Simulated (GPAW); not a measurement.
# TiO2 (Anatase): optical spectrum from first principles

Aim: the dielectric function of TiO2 (Anatase), and the optical constants that follow from it.

Calculated with GPAW 26.7.0; DFT, PBE, plane-wave PAW (GPAW data sets), scalar-relativistic, RPA, optical limit.

### Step 1. Starting point

Symmetry: I4_1/amd, No. 141, tetragonal system. Conventional cell: a = 3.784 Å, b = 3.784 Å, c = 9.515 Å, α = 90.00°, β = 90.00°, γ = 90.00°. Nearest to Ti lie 6 O at 1.93 to 1.98 Å. O has 3 Ti at 1.93 to 1.98 Å nearest. Farther neighbours and most contacts between anions are not listed.

### Step 2. Ground state

The self-consistent density comes first; it also tells whether there is a gap, which decides the occupations and the need for a Drude term.

This step: DFT, PBE, plane-wave PAW (GPAW data sets), scalar-relativistic, ground state (GPAW 26.7.0).

Contents of gs.py:

```python
from ase import Atoms
from ase.dft.bandgap import bandgap
from gpaw import GPAW, PW, FermiDirac

atoms = Atoms(['Ti', 'Ti', 'O', 'O', 'O', 'O'],
              cell=[[-1.892100000000, 1.892100000000, 4.757300000000],
                    [1.892100000000, -1.892100000000, 4.757300000000],
                    [1.892100000000, 1.892100000000, -4.757300000000]],
              scaled_positions=[[0.750000000000, 0.250000000000, 0.500000000000],
                                [0.000000000000, 0.000000000000, 0.000000000000],
                                [0.791900000000, 0.791900000000, 0.000000000000],
                                [0.541900000000, 0.041900000000, 0.500000000000],
                                [0.958100000000, 0.458100000000, 0.500000000000],
                                [0.208100000000, 0.208100000000, 0.000000000000]],
              pbc=[True, True, True])
atoms.calc = GPAW(mode=PW(550), xc='PBE', kpts={'size': (9, 9, 9), 'gamma': True},
                  occupations=FermiDirac(0.05), maxiter=150, txt='gs.txt')
print('energy (eV)', atoms.get_potential_energy())
print('Fermi level (eV)', atoms.calc.get_fermi_level())
print('valence electrons', atoms.calc.get_number_of_electrons())
print('gap (eV)', bandgap(atoms.calc, output=None)[0])
print('direct gap (eV)', bandgap(atoms.calc, direct=True, output=None)[0])
atoms.calc.write('gs.gpw')
```

On the command line:

```console
$ OMP_NUM_THREADS=1 python gs.py
```

Numbers of over 12 decimals in the logs are rounded to 6 here.

What it wrote:

```text
__  _  _
 | _ |_)|_||  |
 |__||  | ||/\| - 26.7.0

Versions:
  Python: 3.12.14
  ASE:    3.29.0
  Numpy:  2.5.5
  Scipy:  1.18.1
  Libxc:  7.0.0

Input parameters:
  mode=PW(ecut=550.0),
  kpts=MonkhorstPack(size=(9, 9, 9), gamma=True),
  maxiter=150,
  occupations=Occupations(name='fermi-dirac', width=0.05, fixmagmom=False),
  xc=XC(name='PBE')

Diagonalizing LCAO Hamiltonian
Converting LCAO to pw mode

       O

         O

         Ti

       O O

       Ti

Atoms  # Å, Bohr magnetons
|   | symbol |         x |         y |        z |    initial magnetic moments |
| 0 |     Ti |  0.000000 |  1.892100 | 2.378650 | ( 0.0000,  0.0000,  0.0000) |
| 1 |     Ti |  0.000000 |  0.000000 | 0.000000 | ( 0.0000,  0.0000,  0.0000) |
| 2 |      O | -0.000000 |  0.000000 | 7.534612 | ( 0.0000,  0.0000,  0.0000) |
| 3 |      O |  0.000000 |  1.892100 | 0.398662 | ( 0.0000,  0.0000,  0.0000) |
| 4 |      O |  0.000000 |  1.892100 | 4.358638 | ( 0.0000,  0.0000,  0.0000) |
| 5 |      O |  0.000000 | -0.000000 | 1.979988 | ( 0.0000,  0.0000,  0.0000) |

Unit cell  # Å
| periodic |         x |         y |         z |  lengths |     angles |
|      yes | -1.892100 |  1.892100 |  4.757300 | 5.458204 | 139.434593 |
|      yes |  1.892100 | -1.892100 |  4.757300 | 5.458204 | 139.434593 |
|      yes |  1.892100 |  1.892100 | -4.757300 | 5.458204 |  58.712803 |

Number of symmetries: 8
Symmetry operations  # r_c * U_cc + t_c -> r_c
|   | kind |            matrix            |
| 0 |  σ   |  1, 1, 1,  0, 0,-1,  0,-1, 0 |
| 1 |  E   |  1, 0, 0,  0, 1, 0,  0, 0, 1 |
| 2 |  C2  |  0, 1, 0,  1, 0, 0, -1,-1,-1 |
| 3 |  S4  |  0, 0, 1, -1,-1,-1,  0, 1, 0 |
| 4 |  σ   |  0, 0,-1,  1, 1, 1, -1, 0, 0 |
| 5 |  C2  |  0,-1, 0, -1, 0, 0,  0, 0,-1 |
| 6 |  C2  | -1, 0, 0,  0,-1, 0,  1, 1, 1 |
| 7 |  S4  | -1,-1,-1,  0, 0, 1,  1, 0, 0 |

BZ-sampling:
  Number of BZ points: 729
  Number of IBZ points: 75

  Monkhorst-Pack size: [9, 9, 9]
  Monkhorst-Pack shift: [0, 0, 0]

K-points  # in reciprocal-cell coordinates
|     |                                coordinates |     weight |
|   0 | (  0.00000000,   0.00000000,   0.00000000) | 0.00137174 |
|   1 | (  0.11111111,  -0.11111111,   0.00000000) | 0.00548697 |
|   2 | (  0.11111111,  -0.11111111,   0.11111111) | 0.00548697 |
|   3 | (  0.11111111,   0.00000000,   0.00000000) | 0.01097394 |
|   4 | (  0.11111111,   0.11111111,  -0.11111111) | 0.00274348 |
|   5 | (  0.22222222,  -0.22222222,   0.00000000) | 0.00548697 |
|   6 | (  0.22222222,  -0.22222222,   0.11111111) | 0.01097394 |
|   7 | (  0.22222222,  -0.22222222,   0.22222222) | 0.00548697 |
|   8 | (  0.22222222,  -0.11111111,   0.00000000) | 0.02194787 |
|   9 | (  0.22222222,  -0.11111111,   0.11111111) | 0.01097394 |
| ... |                                            |            |
|  74 | (  0.44444444,   0.44444444,   0.44444444) | 0.01097394 |

Plane wave coefficients: 2019
Cutoff: 550.0 eV

Spin-components: 1 (collinear spins)
Bands:           33
Projectors:      32
Spin-degeneracy: 2
Datatype:        complex128

Parallelization:
  kpt:    1
  domain: 1
  band:   1

Density:
  Valence electrons: 48.0
  Components: 1
  Grid points: [30 30 30]
  Charge: 0.0  # |e|

Potential:
  Grid points: [30 30 30]

species:
  Ti:
    name:    Titanium
    id:
    Z:       22.0
    valence: 12
    core:    10
    charge:  0.0  # [|e|]
    compensation charges:
      type: gauss
      rc: 0.38  # [Å]
      lmax: 2
    cutoffs:
      filter: 2.23  # [Å]
      core: 1.02  # [Å]
    projectors
    | kind |    occ | energy [eV] | rcut [Å] |
    |   3s |  2.000 |     -62.623 |    1.270 |
    |   4s |  2.000 |      -4.466 |    1.270 |
    |   3p |  6.000 |     -38.862 |    1.058 |
    |   4p |  0.000 |      -1.466 |    1.058 |
    |   3d |  2.000 |      -4.258 |    1.058 |
    |    d |        |      22.953 |    1.058 |

    Using partial waves for Ti as LCAO basis

  O:
    name:    Oxygen
    id:
    Z:       8.0
    valence: 6
    core:    2
    charge:  0.0  # [|e|]
    compensation charges:
      type: gauss
      rc: 0.21  # [Å]
      lmax: 2
    cutoffs:
      filter: 1.17  # [Å]
      core: 0.83  # [Å]
    projectors
    | kind |    occ | energy [eV] | rcut [Å] |
    |   2s |  2.000 |     -23.961 |    0.688 |
    |   2p |  4.000 |      -9.029 |    0.598 |
    |    s |        |       3.251 |    0.688 |
    |    p |        |      18.182 |    0.598 |
    |    d |        |       0.000 |    0.619 |

    Using partial waves for O as LCAO basis

Reference energy: -54611.437768  # eV

eigensolver:
  PPCG
  Converge bands: occupied
  niter=2

density mixing:
  MSR1-Mixer
  Pratt-step length: 0.05
  Maximum mixing coefficient: 0.75
  Old densities: 10
  SVD Regularization: 0.005
  Good broyden scale: 1.0
  Trust region scale: 1.0
  Backstep threshold: 4.0
  History deletion threshold: 6.0
  Fourier metric: weight=20.0, sigma=0.015

occupation numbers:
  Fermi-Dirac:
    width: 0.0500  # eV

poisson solver:
  ecut: 4400.0  # eV

xc functional:
  name: PBE with 2 nearest neighbor stencil

convergence criteria:
- Maximum [total energy] change in last 3 cyles: 0.0005 eV / valence electron
- Maximum integral of absolute [dens]ity change: 0.0001 electrons / valence electron
- Maximum integral of absolute [eigenst]ate change: 4e-08 eV^2 / valence electron
maximum number of iterations: 150

SCF iterations
|iter     |      energy | eigst |  dens |
|iter:   1||  -60.646551 | -0.21 |       |
|iter:   2||  -57.678888 | -1.43 | -0.78 |
|iter:   3||  -52.076705 | +0.15 | -0.84 |
|iter:   4||  -51.589345 | -0.97 | -1.32 |
|iter:   5||  -51.567569 | -1.92 | -1.60 |
|iter:   6||  -51.564039 | -3.24 | -2.04 |
|iter:   7||  -51.563971c| -3.86 | -2.78 |
|iter:   8||  -51.563948c| -5.03 | -3.23 |
|iter:   9||  -51.563943c| -5.88 | -3.80 |
|iter:  10||  -51.563944c| -7.14 | -4.16c|
|iter:  11||  -51.563944c| -7.82c| -4.78c|

Converged in 11 steps
SCF loop duration: 138.017 s (12.547 s/step)
Energy contributions relative to reference atoms: (reference = -54611.437768)

Energy contributions:
  Kinetic:          55.977202
  Coulomb:         -64.233995
  Zero:              0.729527
  External:          0.000000
  Xc:              -44.036679
  Entropy:          -0.000000
  Spinorbit:         0.000000
  ----------------------------
  Free energy:     -51.563944
  Extrapolated:    -51.563944

dipole moment: (-26.576938, -6.877834, 11.372162)  # |e|*Ang

Fermi level: 5.150
Eigenvalues  # (at kpt = [0.000, 0.000, 0.000])
| band index |      eig [eV] | occ [0-2] |
|          0 |       -52.198 |     2.000 |
|        ... |               |           |
|         16 |         2.060 |     2.000 |
|         17 |         2.060 |     2.000 |
|         18 |         2.104 |     2.000 |
|         19 |         3.360 |     2.000 |
|         20 |         3.379 |     2.000 |
|         21 |         3.379 |     2.000 |
|         22 |         3.665 |     2.000 |
|         23 |         3.665 |     2.000 |
|         24 |         6.266 |     0.000 |
|         25 |         7.008 |     0.000 |
|         26 |         8.151 |     0.000 |
|         27 |         8.152 |     0.000 |
|         28 |         8.175 |     0.000 |
|         29 |         8.175 |     0.000 |
|         30 |         9.196 |     0.000 |
|         31 |         9.477 |     0.000 |
|         32 |        10.491 |     0.000 |

Gap: 2.128 eV
Transition (v -> c):
  (s=0, k=34, n=23, [0.44, -0.44, 0.00]) -> (s=0, k=0, n=24, [0.00, 0.00, 0.00])
Direct/indirect transitions are different
Direct gap: 2.478 eV
Transition at: (s=0, k=13, n=23, [0.22, 0.22, -0.22])

--- standard output ---
energy (eV) -51.563944
Fermi level (eV) 5.149980
valence electrons 48.0
gap (eV) 2.128130
direct gap (eV) 2.477807
```

It took 2.5 min on 1 thread of Arm Neoverse V2, shared host; peak memory 0.29 GiB.

Numbers from this step:

| Quantity | Value |
| --- | --- |
| energy | -51.5639 eV |
| Fermi energy | 5.150 eV |
| gap on the k-mesh | 2.128 eV |
| direct gap on the mesh | 2.478 eV |
| electrons | 48 |

There is a gap, 2.13 eV on this mesh (points off the mesh can give less), so no carriers' term is needed.

### Step 3. Bands for the response

The response needs many more empty bands than the density does.

This step: DFT, PBE, plane-wave PAW (GPAW data sets), scalar-relativistic, bands at fixed density (GPAW 26.7.0).

Contents of nscf.py:

```python
from ase.dft.bandgap import bandgap
from gpaw import GPAW, FermiDirac

calc = GPAW('gs.gpw').fixed_density(kpts={'size': (11, 11, 11), 'gamma': True}, nbands=68, convergence={'bands': 62},
                                    occupations=FermiDirac(0.001), txt='nscf.txt')
print('gap (eV)', bandgap(calc, output=None)[0])
print('direct gap (eV)', bandgap(calc, direct=True, output=None)[0])
print('top band over the Fermi level (eV)', min(calc.get_eigenvalues(kpt=k)[61] for k in range(len(calc.get_ibz_k_points()))) - calc.get_fermi_level())
calc.write('full.gpw', mode='all')
```

On the command line:

```console
$ OMP_NUM_THREADS=1 python nscf.py
```

What it wrote:

```text
Diagonalizing LCAO Hamiltonian
Converting LCAO to pw mode
convergence criteria:
- Maximum integral of absolute [eigenst]ate change: 4e-08 eV^2 / valence electron
maximum number of iterations: 150

SCF iterations
|iter     |      energy | eigst |  dens |
|iter:   1||             | +3.03 |       |
|iter:   2||             | +1.81 |       |
|iter:   3||             | +0.55 |       |
|iter:   4||             | -0.47 |       |
|iter:   5||             | -1.27 |       |
|iter:   6||             | -1.93 |       |
|iter:   7||             | -2.60 |       |
|iter:   8||             | -3.27 |       |
|iter:   9||             | -3.99 |       |
|iter:  10||             | -4.70 |       |
|iter:  11||             | -5.47 |       |
|iter:  12||             | -6.07 |       |
|iter:  13||             | -6.60 |       |
|iter:  14||             | -7.04 |       |
|iter:  15||             | -7.40c|       |
SCF steps: 15
  __  _  _
 | _ |_)|_||  |
 |__||  | ||/\| - 26.7.0

Versions:
  Python: 3.12.14
  ASE:    3.29.0
  Numpy:  2.5.5
  Scipy:  1.18.1
  Libxc:  7.0.0

Input parameters:
  mode=PW(ecut=550.0),
  convergence={'bands': 62},
  gpts=array([30, 30, 30]),
  kpts=MonkhorstPack(size=(11, 11, 11), gamma=True),
  maxiter=150,
  nbands=68,
  occupations=Occupations(name='fermi-dirac', width=0.001, fixmagmom=False),
  parallel={},
  xc=XC(name='PBE')

--- standard output ---
gap (eV) 2.130830
direct gap (eV) 2.476756
top band over the Fermi level (eV) 31.513840
```

Wall time 10 min (1 thread); peak memory 0.55 GiB.

This step gave:

```
gap on the k-mesh      : 2.131 eV
direct gap on the mesh : 2.477 eV
```

[end of part 1 of 2]

[Machine, clock and banner lines and Python warnings are left out of the logs.]

[Logs are printed without paths, hosts, clocks, repeated set-up lines and the standing remarks that a program may print on its own settings, such as how far it seeks lower states.]

[Hosts, paths, dates, database ids (printed as entryN), source tags and the programs' standing remarks are cut or masked in the printed files.]
